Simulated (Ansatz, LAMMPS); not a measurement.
**Structural relaxation of glassy 81SiO2-7Na2O-7CaO-4ZnO (mol %) (78 atoms)**

Wanted: the relaxed structure of glassy 81SiO2-7Na2O-7CaO-4ZnO (mol %) (78 atoms) and its electronic structure.

Program: Ansatz 0.2.0. Level of theory: Kohn-Sham DFT, r2SCAN, PAW (set soft_2), plane waves. Results are calculated unless marked as measured.

### 1. Set-up

The cell holds 78 atoms: 22 Si, 4 Na, 2 Ca, 1 Zn and 49 O. Cell: a = 10.234 Å, b = 10.234 Å, c = 10.234 Å, α = 90.0°, β = 90.0°, γ = 90.0°. 78 atoms (22 Si, 4 Na, 2 Ca, 1 Zn, 49 O) placed at random at 2.4 g/cm³, melted at 4000 K for 10 ps at fixed volume with the Morse and Coulomb pair potential with partial charges (Pedone, Malavasi, Menziani, Cormack and Segre, J. Phys. Chem. B 110, 11780 (2006)). Quenched from 4000 K to 300 K at 100 K/ps and fixed volume, held 10 ps at zero pressure.

Limits known from the start: The quench rate of 100 K/ps is orders of magnitude faster than experiment, which tends to freeze in extra defects. The network of bonds at the start is that of the classical potential that made the cell. Sampling is at Γ alone, for a cell whose shortest periodic width is 10 Å.

### 2. Single point at the start

The forces at the start show how far the geometry lies from a minimum of this functional.

The input, input.yaml:

```yaml
crystal:
  lattice:
    - [10.2339, 0.0, 0.0]
    - [0.0, 10.2339, 0.0]
    - [0.0, 0.0, 10.2339]
  atoms:
    - { symbol: Si, position: [0.77929, 0.22576, 0.93023] }
    - { symbol: Si, position: [0.01522, 0.01677, 0.88672] }
    - { symbol: Si, position: [0.21557, 0.22852, 0.78007] }
    - { symbol: Si, position: [0.73802, 0.61695, 0.60685] }
    [... 68 atom lines left out ...]
    - { symbol: O, position: [0.68294, 0.01038, 0.16198] }
    - { symbol: O, position: [0.76156, 0.21092, 0.62335] }
    - { symbol: O, position: [0.36114, 0.17164, 0.81948] }
    - { symbol: O, position: [0.83107, 0.3323, 0.82701] }
    - { symbol: O, position: [0.23767, 0.432, 0.08083] }
    - { symbol: O, position: [0.86954, 0.41199, 0.28919] }
kpoints:
  mp_grid: { grid: [1, 1, 1] }
hamiltonian:
  xc: r2scan
scf:
  occupations: { method: gaussian, width: 0.025 }
output:
  forces: true
  stress: true
  populations: true
  dos:
    method: { smearing: { sigma: 0.1 } }
    de: 0.1
    projected: { site_lists: { Ca: [Ca], Na: [Na], O: [O], Si: [Si], Zn: [Zn] } }
  eigenvalues: true
```

On the command line:

```console
ansatz run input.yaml --threads 4 --pin off --max-ram 8192MiB --backend cpu --events-out ev --progress --plain --runs-dir out
```

Elapsed: 32 s, on 4 threads of Arm Neoverse V2, shared host; peak memory 2.6 GiB; 2 min of CPU time.

The run gave:

- free energy: -54932.2158 eV
- free energy per atom: -704.2592 eV/atom
- SCF cycles: 10
- pressure: 1.025 GPa
- r.m.s. force component: 1.47 eV/Å
- longest force: 5.719 eV/Å
- Fermi energy: 5.525 eV
- gap (highest filled to lowest empty level): 3.359 eV
- spilling of the projection: 0.01232

The r.m.s. force component of 1.5 eV/Å and the pressure of 1.0 GPa set the starting point.

Neighbours are counted within 2.08 Å (O-Si), 2.71 Å (O-Na), 2.93 Å (O-Ca), 2.20 Å (O-Zn).

Length of the force by element and coordination:

| element | coordination | atoms | mean length of the force (eV/Å) | spread | least | most |
| --- | --- | --- | --- | --- | --- | --- |
| Ca | all | 2 | 1.22 | 0.0258 | 1.20 | 1.25 |
| Ca | 4 | 1 | 1.25 | 0 | 1.25 | 1.25 |
| Ca | 6 | 1 | 1.20 | 0 | 1.20 | 1.20 |
| Na | all | 4 | 0.484 | 0.0566 | 0.396 | 0.554 |
| Na | 3 | 2 | 0.449 | 0.0522 | 0.396 | 0.501 |
| Na | 4 | 1 | 0.485 | 0 | 0.485 | 0.485 |
| Na | 5 | 1 | 0.554 | 0 | 0.554 | 0.554 |
| O | all | 49 | 2.05 | 0.942 | 0.534 | 4.71 |
| O | 2 | 32 | 2.11 | 0.958 | 0.680 | 4.71 |
| O | 3 | 16 | 1.99 | 0.886 | 0.534 | 3.88 |
| O | 4 | 1 | 0.882 | 0 | 0.882 | 0.882 |
| Si | all | 22 | 3.18 | 1.16 | 1.16 | 5.72 |
| Zn | all | 1 | 0.905 | 0 | 0.905 | 0.905 |

### 3. Relaxation

The atoms are relaxed in the fixed cell, aiming at the force tolerance of the input.

input.yaml, the sections that differ from step 2:

```yaml
output:
  forces: true
relax:
  f_tol: 0.05
  max_steps: 200
# crystal, kpoints, hamiltonian, scf: as in step 2
```

Run time: 4.4 min. Hardware: 4 threads; peak memory 2.6 GiB.

Step by step:

| step | energy less that of the first step (eV) | largest force component (eV/Å) |
| --- | --- | --- |
| 1 | 0.0000 | 4.4612 |
| 2 | -3.1561 | 2.9216 |
| 3 | -5.2863 | 1.1150 |
| 4 | -5.7234 | 0.3806 |
| 5 | -5.8601 | 0.3014 |
| 6 | -5.9207 | 0.3224 |
| 7 | -6.0331 | 0.3520 |
| 8 | -6.0834 | 0.2134 |
| 9 | -6.1223 | 0.1710 |
| 10 | -6.1503 | 0.1660 |
| 11 | -6.0470 | 0.6229 |
| 12 | -6.1743 | 0.0939 |
| 13 | -6.1777 | 0.0461 |
| 14 | -6.1777 | 0.0462 |

Relaxation step 11 was tried and not accepted.

The atoms that moved most (Å):

| atom | dx | dy | dz | length |
| --- | --- | --- | --- | --- |
| O31 | -0.135 | -0.463 | 0.398 | 0.625 |
| O59 | -0.120 | 0.603 | 0.061 | 0.617 |
| O49 | 0.518 | 0.075 | -0.292 | 0.599 |
| O78 | -0.550 | -0.052 | -0.026 | 0.553 |
| O58 | 0.309 | -0.182 | 0.333 | 0.490 |
| O42 | -0.391 | -0.090 | -0.245 | 0.471 |
| O37 | -0.054 | 0.275 | 0.360 | 0.456 |
| O40 | -0.139 | -0.002 | -0.411 | 0.433 |

The relaxation changed the energy by -79.2 meV/atom, and atoms moved by 0.25 Å r.m.s., 0.62 Å at most.

### 4. Structure statistics after relaxation

Bonds before and after, by the cutoffs listed below:

| pair | bonds before | bonds after | mean before (Å) | mean after (Å) | spread before (Å) | spread after (Å) |
| --- | --- | --- | --- | --- | --- | --- |
| O-Si | 88 | 88 | 1.617 | 1.627 | 0.050 | 0.029 |
| O-Ca | 10 | 10 | 2.445 | 2.431 | 0.126 | 0.211 |
| O-Zn | 3 | 4 | 1.971 | 1.990 | 0.034 | 0.118 |

Density 2.54 g/cm³, 13.74 Å³ an atom.

Pair distribution functions g(r), in bins of 0.2 Å:

| r (Å) | total | O-O | O-Si | O-Na | O-Ca | O-Zn | Si-Si |
| --- | --- | --- | --- | --- | --- | --- | --- |
| 1.50 | 0.85 | 0.00 | 2.40 | 0.00 | 0.00 | 0.00 | 0.00 |
| 1.70 | 3.82 | 0.00 | 10.80 | 0.00 | 0.00 | 0.00 | 0.00 |
| 1.90 | 0.08 | 0.00 | 0.00 | 0.00 | 0.00 | 4.95 | 0.00 |
| 2.10 | 0.12 | 0.00 | 0.00 | 0.46 | 0.92 | 3.95 | 0.00 |
| 2.30 | 0.35 | 0.00 | 0.00 | 3.28 | 4.17 | 0.00 | 0.00 |
| 2.50 | 0.87 | 1.91 | 0.00 | 1.44 | 0.71 | 0.00 | 0.00 |
| 2.70 | 1.99 | 4.60 | 0.00 | 1.48 | 1.76 | 0.00 | 0.23 |
| 2.90 | 0.40 | 0.56 | 0.09 | 0.25 | 0.00 | 0.00 | 1.42 |
| 3.10 | 0.99 | 0.81 | 0.29 | 0.88 | 0.00 | 0.00 | 4.81 |
| 3.30 | 0.77 | 0.55 | 0.75 | 0.63 | 0.00 | 1.55 | 0.84 |
| 3.50 | 0.82 | 0.63 | 0.93 | 0.88 | 1.10 | 1.49 | 0.00 |
| 3.70 | 1.11 | 0.78 | 1.73 | 0.97 | 0.98 | 0.62 | 0.00 |
| 3.90 | 1.08 | 0.82 | 1.52 | 1.00 | 1.74 | 0.00 | 0.58 |
| 4.10 | 1.22 | 0.62 | 1.94 | 1.31 | 1.31 | 1.56 | 0.93 |
| 4.30 | 1.03 | 0.68 | 1.50 | 1.64 | 0.69 | 0.00 | 0.76 |
| 4.50 | 0.98 | 0.92 | 0.86 | 1.17 | 1.50 | 2.58 | 1.12 |
| 4.70 | 1.02 | 1.22 | 0.68 | 0.89 | 1.37 | 1.20 | 1.35 |
| 4.90 | 1.13 | 1.48 | 0.66 | 1.46 | 0.55 | 0.74 | 1.82 |

Bonds by pair of elements; cutoffs follow the first minimum of g(r), held within bounds set by covalent radii, and pairs that aren't listed don't count as bonded:

| pair A-B | cutoff (Å) | bonds | mean length (Å) | spread (Å) | shortest (Å) | B about A | A about B |
| --- | --- | --- | --- | --- | --- | --- | --- |
| O-Si | 2.08 | 88 | 1.63 | 0.029 | 1.54 | 1.80 | 4 |
| O-Na | 2.71 | 15 | 2.38 | 0.141 | 2.18 | 0.306 | 3.75 |
| O-Ca | 2.83 | 10 | 2.43 | 0.211 | 2.19 | 0.204 | 5 |
| O-Zn | 2.2 | 4 | 1.99 | 0.118 | 1.87 | 0.082 | 4 |

The cutoff for O-Na falls short of the minimum of g(r), so counts run low and odd coordinations can be artefacts.

How many atoms have how many bonded neighbours:

| element | mean | 2 | 3 | 4 | 5 |
| --- | --- | --- | --- | --- | --- |
| Ca | 5 | 0 | 0 | 0 | 2 |
| Na | 3.75 | 0 | 2 | 1 | 1 |
| O | 2.39 | 31 | 17 | 1 | 0 |
| Si | 4 | 0 | 0 | 22 | 0 |
| Zn | 4 | 0 | 0 | 1 | 0 |

Bond angles (no mean is given where the spread exceeds 20°):

| angle | count | mean (°) | spread (°) |
| --- | --- | --- | --- |
| O-Si-O | 132 | 109 | 5.3 |
| Si-O-Si | 39 | 142 | 12.8 |
| Na-O-Si | 22 | 113 | 17.9 |
| O-Na-O | 22 | - | - |
| O-Ca-O | 20 | - | - |

Oxygen atoms by the number of network formers (Si, P, Ge, B, Al, As, Ga) bound to them:

| network formers bound to O | O atoms | per cent |
| --- | --- | --- |
| 0 | 0 | 0 |
| 1 | 10 | 20.4 |
| 2 | 39 | 79.6 |

Network units: each former by its oxygen neighbours and how many of them bridge to another former:

| former | O neighbours | bridging O | atoms |
| --- | --- | --- | --- |
| Si | 4 | 3 | 10 |
| Si | 4 | 4 | 12 |

Bond length by coordination (bonds to H left out):

| element | coordination | atoms | mean bond length (Å) |
| --- | --- | --- | --- |
| Na | 3 | 2 | 2.30 |
| Na | 4 | 1 | 2.46 |
| Na | 5 | 1 | 2.43 |
| O | 2 | 31 | 1.65 |
| O | 3 | 17 | 1.98 |
| O | 4 | 1 | 2.07 |

Rings of the network by King's shortest-path rule, up to 12 atoms, one path for each pair of neighbours; H, halogens, alkali and alkaline-earth atoms are left out, and the last column divides by all other atoms, bonded or not:

| ring size (atoms) | rings | per network atom |
| --- | --- | --- |
| 6 | 1 | 0.014 |
| 8 | 2 | 0.028 |
| 10 | 7 | 0.097 |
| 12 | 12 | 0.167 |

The O-Si-O angle averages 109° with a spread of 5°. Counting bonds to Si alone, not to Zn, 80 % of the oxygens join two of these atoms and 20 % one. The commonest Si unit has 4 oxygens, 4 of them shared with other formers (12 of 22 atoms). Rings of 12 atoms are the most common (55 % of those counted); sizes run from 6 to 12, where the search stops.

### 5. Single point at the relaxed geometry

The electronic structure is read at the final geometry, in a run of its own.

The input, input.yaml:

```yaml
crystal:
  lattice:
    - [10.2339, 0.0, 0.0]
    - [0.0, 10.2339, 0.0]
    - [0.0, 0.0, 10.2339]
  atoms:
    - { symbol: Si, position: [0.78122, 0.21948, 0.9187] }
    - { symbol: Si, position: [0.01974, 0.01868, 0.87962] }
    - { symbol: Si, position: [0.21125, 0.22166, 0.80052] }
    - { symbol: Si, position: [0.74686, 0.62688, 0.60161] }
    [... 68 atom lines left out ...]
    - { symbol: O, position: [0.66356, 0.00431, 0.1751] }
    - { symbol: O, position: [0.76309, 0.21168, 0.60639] }
    - { symbol: O, position: [0.36341, 0.16422, 0.81372] }
    - { symbol: O, position: [0.83705, 0.33008, 0.82185] }
    - { symbol: O, position: [0.24114, 0.42816, 0.10704] }
    - { symbol: O, position: [0.81583, 0.40695, 0.28669] }
kpoints:
  mp_grid: { grid: [1, 1, 1] }
hamiltonian:
  xc: r2scan
scf:
  occupations: { method: gaussian, width: 0.025 }
output:
  forces: true
  stress: true
  populations: true
  dos:
    method: { smearing: { sigma: 0.15 } }
    de: 0.1
    projected: { site_lists: { Ca: [Ca], Na: [Na], O: [O], Si: [Si], Zn: [Zn] } }
  eigenvalues: true
  write_density: true
  write_potential: true
  volumetric_format: npy
```

The job ended after 33 s (4 threads; peak memory 2.6 GiB).

The run gave:

* free energy: -54938.3934 eV
* free energy per atom: -704.3384 eV/atom
* SCF cycles: 10
* pressure: -1.682 GPa
* r.m.s. force component: 0.01423 eV/Å
* longest force: 0.05906 eV/Å
* Fermi energy: 5.462 eV
* gap (highest filled to lowest empty level): 3.904 eV
* spilling of the projection: 0.01231

Löwdin charges by element (they lack the spilled electrons, 0.071 e an atom on average):

| element | coordination | atoms | mean charge (e) | spread | least | most |
| --- | --- | --- | --- | --- | --- | --- |
| Ca | all | 2 | 1.81 | 3.0e-4 | 1.81 | 1.81 |
| Na | all | 4 | 0.822 | 0.0034 | 0.819 | 0.826 |
| O | all | 49 | -0.870 | 0.0747 | -1.05 | -0.802 |
| Si | all | 22 | 1.81 | 0.0366 | 1.73 | 1.86 |
| Zn | all | 1 | 1.54 | 0 | 1.54 | 1.54 |

States in the cell by windows of 1 eV, zero at the Fermi level; the larger projections on atomic orbitals stand beside the total:

| from (eV) | to (eV) | total | O p | Si p |
| --- | --- | --- | --- | --- |
| -18 | -13 | 0.0 | 0.0 | 0.0 |
| -13 | -12 | 8.1 | 5.4 | 0.3 |
| -12 | -11 | 11.5 | 8.0 | 0.7 |
| -11 | -10 | 15.7 | 11.3 | 1.8 |
| -10 | -9 | 21.7 | 16.6 | 3.9 |
| -9 | -8 | 23.8 | 17.9 | 4.0 |
| -8 | -7 | 23.3 | 15.9 | 2.0 |
| -7 | -6 | 50.2 | 41.3 | 3.0 |
| -6 | -5 | 53.8 | 48.6 | 1.8 |
| -5 | -4 | 53.0 | 49.7 | 1.0 |
| -4 | -3 | 32.1 | 30.0 | 0.6 |
| -3 | -2 | 9.8 | 9.2 | 0.3 |
| -2 | -1 | 1.1 | 1.0 | 0.0 |
| -1 | 1 | 0.0 | 0.0 | 0.0 |
| 1 | 2 | 1.6 | 0.0 | 0.0 |
| 2 | 3 | 0.4 | 0.0 | 0.0 |
| 3 | 4 | 9.0 | 0.7 | 1.4 |
| 4 | 5 | 19.6 | 1.1 | 3.4 |

Between -26 and -18 eV lie 134 more states.

The levels nearest the highest filled one (over half full), pooled over k-points and spins:

| level less the highest filled one (eV) | occupation |
| --- | --- |
| -1.09 | 2 |
| -0.869 | 2 |
| -0.800 | 2 |
| -0.512 | 2 |
| -0.318 | 2 |
| 0 | 2 |
| 3.90 | 0 |
| 5.33 | 0 |
| 5.72 | 0 |
| 5.76 | 0 |
| 5.81 | 0 |
| 5.98 | 0 |

Mean Löwdin charges: Ca +1.81, Na +0.82, O -0.87, Si +1.81, Zn +1.54 e (they miss 1.2 % of the electrons, so they add up to more than the cell's charge).

### 6. What came out

```yaml
energy_change_in_the_relaxation: -79.2 meV/atom
r_m_s_displacement: 0.254 Å
largest_displacement: 0.625 Å
free_energy_per_atom: -704.3384 eV/atom
pressure: -1.682 GPa
r_m_s_force_component: 0.01423 eV/Å
spacing_of_highest_filled_and_lowest_empty_level: 3.904 eV
wall_time_of_the_3_dft_runs: 5.5 min
```

**Reading.** Relaxation lowers the energy by 79.2 meV/atom and moves atoms by 0.25 Å r.m.s.; the r.m.s. force component goes from 1.5 to 0.014 eV/Å, the pressure goes from 1.0 to -1.7 GPa, and the gap from 3.36 to 3.90 eV. From the first step to the last the energy fell by 6.178 eV, and the largest move was 0.63 Å (O31, with 1 other atom within 2 % of it). The O-Zn bonds change most in mean length: from 1.971 Å (spread 0.034) to 1.990 Å (spread 0.118), and their number from 3 to 4. Counting bonds to Si alone, not to Zn, 80 % of the oxygens join two of these atoms and 20 % one. Between filled and empty levels lie 3.90 eV (at Γ alone); a semilocal functional tends to put such gaps too low. In a disordered cell it changes from sample to sample, and tail or defect levels can set it.

**Limits.** The network of bonds at the start is that of the classical potential that made the cell; in DFT atoms moved by 0.25 Å r.m.s. The stress is far from hydrostatic: its diagonal is -2.2, -3.7, 0.9 GPa, compression counted positive. The pressure of -1.7 GPa shows the cell to be stretched for this functional.

[Logs are printed without paths, hosts, clocks, repeated set-up lines and the standing remarks that a program may print on its own settings, such as how far it seeks lower states.]

[Hosts, paths, dates, database ids (printed as entryN), source tags and the programs' standing remarks are cut or masked in the printed files.]
